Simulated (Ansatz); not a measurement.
# Si on Ru(0001): change of the work function, part 4 of 4

Aim: the work function of Ru(0001) at several coverages of Si (fcc site), and the dipole that each adsorbate carries.

Ansatz 0.2.0; plane-wave DFT, PBE, Ansatz PAW.

So far, work function, upper face (eV): step 2 (the clean slab) 5.05; step 3 (37 atoms, coverage 0.111 ML, cell 3x3) 4.98; step 4 (17 atoms, coverage 0.25 ML, cell 2x2) 4.95.

**5. Adsorbate added, k-mesh 6×6×1, coverage 0.5 ML (continued)**

Relaxation path:

```tsv
step	energy less that of the first step (eV)	largest force component (eV/Å)
1	0.0000	1.3750
2	-0.4854	0.2312
3	-0.4929	0.1086
4	-0.4954	0.0383
5	-0.4957	0.0049
```

Forces are held to the 4 operations that the program found; a distortion that breaks them can't arise in this run.

The atoms that moved most (Å):

```tsv
atom	dx	dy	dz	length
Si18	0.000	0.052	-0.191	0.198
Si17	0.000	0.052	-0.191	0.198
Ru7	0.000	-0.007	-0.066	0.066
Ru15	0.000	-0.007	-0.066	0.066
Ru16	0.000	-0.001	0.060	0.060
Ru8	0.000	-0.001	0.060	0.060
Ru4	0.000	-0.036	0.045	0.058
Ru12	0.000	-0.036	0.045	0.058
```

Final coordinates:

```xyz
18
Lattice="5.4000 0.0000 0.0000 2.7000 4.6765 0.0000 0.0000 0.0000 26.5207" Properties=species:S:1:pos:R:3
Ru    2.7000    1.5588    9.0000
Ru    0.0000    0.0000   11.1384
Ru    2.7000    1.5600   13.3007
Ru    0.0000   -0.0362   15.4261
Ru    4.0500    3.8971    9.0000
Ru    1.3500    2.3383   11.1384
Ru    4.0500    3.8900   13.2302
Ru    1.3500    2.3370   15.4417
Ru    5.4000    1.5588    9.0000
Ru    2.7000    0.0000   11.1384
Ru    5.4000    1.5600   13.3007
Ru    2.7000   -0.0362   15.4261
Ru    6.7500    3.8971    9.0000
Ru    4.0500    2.3383   11.1384
Ru    6.7500    3.8900   13.2302
Ru    4.0500    2.3370   15.4417
Si    1.3500    0.8313   17.3294
Si    4.0500    0.8313   17.3294
```

The density of states has structure finer than the step of the table below, so its rows give means over 0.5 eV. Peaks (eV: height): -5.23: 37.4, -3.25: 40.8, -2.53: 42.6, -2.02: 36.6, -1.95: 37.2, -1.86: 36.8, -1.77: 40.9.

Table of density of states by energy, zero at the Fermi level; means over each step:

```tsv
energy (eV)	density of states (states/eV a cell)
-7.5	1.27
-7.0	1.84
-6.5	2.45
-6.0	7.48
-5.5	19.3
-5.0	21.1
-4.5	20.7
-4.0	21.5
-3.5	18.7
-3.0	20.7
-2.5	27.5
-2.0	31.0
-1.5	25.2
-1.0	18.7
-0.5	20.7
0.0	18.1
0.5	18.9
1.0	26.5
1.5	23.2
```

The relaxation took 5 steps and lowered the energy by 0.50 eV; the largest force on the free atoms ends at 0.0049 eV/Å.

The covered face has 5.05 eV, +0.01 eV against the clean one; the bare back face has moved by +0.03 eV, a measure of how thin the slab is.

**6. The covered slab, k-mesh 12×12×1, coverage 1 ML**

System of this step: Si/Ru(0001). The cell holds 5 atoms: 4 Ru and 1 Si. Cell: a = 2.700 Å, b = 2.700 Å, c = 26.521 Å, α = 90.0°, β = 90.0°, γ = 60.0°. Vacuum lies along c.

Another coverage, to see how the dipoles act on each other as their distance changes.

File input.yaml:

```yaml
crystal:
  lattice:
    - [2.7, 0.0, 0.0]
    - [1.35, 2.3382685902, 0.0]
    - [0.0, 0.0, 26.5207320389]
  atoms:
    - { symbol: Ru, position: [0.6666666667, 0.6666666667, 0.3393571485] }
    - { symbol: Ru, position: [0.0, 0.0, 0.419988407] }
    - { symbol: Ru, position: [0.6666666667, 0.6666666667, 0.5013507445] }
    - { symbol: Ru, position: [0.0, 0.0, 0.5799729522] }
    - { symbol: Si, position: [0.3333333333, 0.3333333333, 0.6606428515] }
kpoints:
  mp_grid: { grid: [12, 12, 1] }
hamiltonian:
  xc: pbe
scf:
  occupations: { method: fermi_dirac, width: 0.1 }
  convergence: { dr2_threshold: 1.0e-08 }
efield:
  axis: 3
  dipole_correction: true
  ramp_position: 0.97
  ramp_width: 0.06
relax:
  f_tol: 0.02
  max_steps: 60
  constraints: [{ sites: [0, 1] }]
output:
  write_potential: true
  write_density: true
  volumetric_format: npy
```

Launch:

```
$ ansatz run input.yaml --threads 4 --pin off --max-ram 16384MiB --backend cpu --events-out ev --progress --plain --runs-dir out
```

Output:

```text
[...]
Crystal: 5 atoms, lattice volume = 167.434 Å³
Basis set: ecut = 420 eV, 3323 PW (Γ), exchange–correlation on 40×40×360 points (8 copies of the dense FFT grid, shifted against one another)
Bands: 41, of which v1, the nominal top of the filled ones, is band 34 counted from 1 (33 counted from 0)
Symmetry: 6 space group operations
[...]
F+E_penalty+E_count = -24149.19997412 eV   max|allowed force component| = 9.684e-3 eV/Å
  atoms:
    - { symbol: Ru, position: [0.666667, 0.666667, 0.3393571485] }
    - { symbol: Ru, position: [-1.850372e-17, -1.850372e-17, 0.419988407] }
    - { symbol: Ru, position: [0.666667, 0.666667, 0.500001] }
    - { symbol: Ru, position: [-1.584575e-17, -1.850372e-17, 0.582410] }
    - { symbol: Si, position: [0.333333, 0.333333, 0.658869] }
[key lines of the parts left out:]
SCF converged after 8 iterations
Free energy (F): -24149.199974 eV
Fermi energy:    5.584786 eV
Dipole field:    D = 0.001518 V/Å  (p = 0.001405 e·Å, saw-weighted, corrected)
Work function:   Φ+ = 5.0221 eV   Φ− = 5.0624 eV
```

The job ended after 14 s (4 threads of Arm Neoverse V1, shared host; peak memory 0.49 GiB).

Step by step:

```tsv
step	energy less that of the first step (eV)	largest force component (eV/Å)
1	0.0000	1.0898
2	-0.0536	0.2338
3	-0.0551	0.2265
4	-0.0589	0.0097
```

The run keeps the 6 symmetry operations that the program found, so distortions that break them were not tested.

The atoms that moved most (Å):

```tsv
atom	dx	dy	dz	length
Ru4	0.000	0.000	0.065	0.065
Si5	0.000	0.000	-0.047	0.047
Ru3	0.000	0.000	-0.036	0.036
```

Final coordinates:

```cif
data_structure
_symmetry_space_group_name_H-M 'P 1'
_symmetry_Int_Tables_number 1
_cell_length_a 2.7000
_cell_length_b 2.7000
_cell_length_c 26.5207
_cell_angle_alpha 90.000
_cell_angle_beta 90.000
_cell_angle_gamma 60.000
_cell_volume 167.43
loop_
_atom_site_label
_atom_site_type_symbol
_atom_site_fract_x
_atom_site_fract_y
_atom_site_fract_z
_atom_site_occupancy
Ru1 Ru 0.66667 0.66667 0.33936 1
Ru2 Ru 0.00000 0.00000 0.41999 1
Ru3 Ru 0.66667 0.66667 0.50000 1
Ru4 Ru 0.00000 0.00000 0.58241 1
Si5 Si 0.33333 0.33333 0.65887 1
```

The relaxation took 4 steps and lowered the energy by 0.059 eV; the largest force on the free atoms ends at 0.0097 eV/Å.

The covered face has 5.02 eV, -0.02 eV against the clean one; the bare back face has moved by -0.01 eV, a measure of how thin the slab is.

**7. Work function against coverage**

This step: plane-wave DFT, PBE, Ansatz PAW; work function against coverage (Ansatz 0.2.0).

The runs are now put side by side.

Numbers from this step:

```
work function of the clean face     : 5.046 eV
largest change of the work function : -0.09155 eV
```

Table of work function of the covered face by coverage:

```tsv
coverage (adsorbates/nm²)	work function of the covered face (eV)
0.00	5.05
1.76	4.98
3.96	4.95
7.92	5.05
15.84	5.02
```

The dipole per adsorbate comes from the change of the cell's dipole. Coverage, by row:

```tsv
coverage (1/nm²)	coverage (ML)	work function (eV)	change (eV)	dipole per adsorbate, positive end outwards (debye)	mean height of the added atoms over the highest substrate atom (Å)
1.76	0.1111	4.975	-0.07061	0.1	1.775
3.96	0.25	4.954	-0.09155	0.06	1.787
7.92	0.5	5.053	0.007291	0.008	1.888
15.84	1	5.022	-0.02358	0.002	2.028
```

**8. Results**

```
work function of the clean face                        : 5.05 eV
work function at 0.11 ML                               : 4.98 eV
work function at 0.25 ML                               : 4.95 eV
work function at 0.5 ML                                : 5.05 eV
work function at 1 ML                                  : 5.02 eV
dipole per adsorbate at 0.11 ML, positive end outwards : 0.10 D
```

Si changes the work function of Ru(0001) by less than 0.15 eV at every coverage run, which is within the error of so thin a slab. The slab has 4 layers, at the tabulated experimental lattice constant, one starting site was run, and quantum-size effects of a slab this thin can reach one or two tenths of an eV.

[Long decimals in the printed logs are rounded to 6 places.]

[Logs are printed without paths, hosts, clocks, repeated set-up lines and the standing remarks that a program may print on its own settings, such as how far it seeks lower states.]

[Hosts, paths, dates, database ids (printed as entryN), source tags and the programs' standing remarks are cut or masked in the printed files.]

[Maps of the electrostatic potential energy from Ansatz leave out the sawtooth potential of an applied field or a dipole correction, so their vacuum need not be flat; planar profiles and work functions include it.]

[The density of states shown here was stored with 400 of the rows of the run's finer table, so its peaks can read low, often by over a quarter, or be missed, and its means over a window can be off by a tenth or more.]
